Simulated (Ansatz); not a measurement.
In doubt: masses and optical values from hybrid runs of this build are listed as unsure, which bears on the screening that GW takes from such a start.

Rows from a G0W0 calculation on KI (Fm-3m) (Ansatz 0.2.0; G0W0 on HSE06, plane waves, PAW; 4×4×4 mesh, 200 empty bands, screening to 100 eV), in eV. Spin-orbit coupling is left out.

```tsv
row	k	band	start	Σx	Σc at the solution	Vxc
A	Γ	c1	6.516	-4.189	-2.882	-7.493
B	Γ	v1	1.551	-17.327	1.310	-14.895
C	Γ	c2	9.192	-3.636	-3.030	-7.444
```

Question: Work out each quasiparticle level and how far it moved.

The quasiparticle equation reads E = start + Σx + Σc(E) − Vxc.

```tsv
row	E (eV)	shift (eV)
A	6.938	+0.422
B	0.428	−1.122
C	9.970	+0.778
```

Limits: not at the basis limit; no spin-orbit coupling.

[Paths, hosts, dates, memory and timing lines, banners, echoed tables and standing remarks are left out of the program output.]

[Logs are printed without paths, hosts, clocks, repeated set-up lines and the standing remarks that a program may print on its own settings, such as how far it seeks lower states.]

[Runs of the session that timed out or met a known fault of the program may be left out.]

[Cells called generated may have been cut or substituted from an entry of the Crystallography Open Database or the Materials Project.]

[Hosts, paths, dates, database ids (printed as entryN), source tags and the programs' standing remarks are cut or masked in the printed files.]
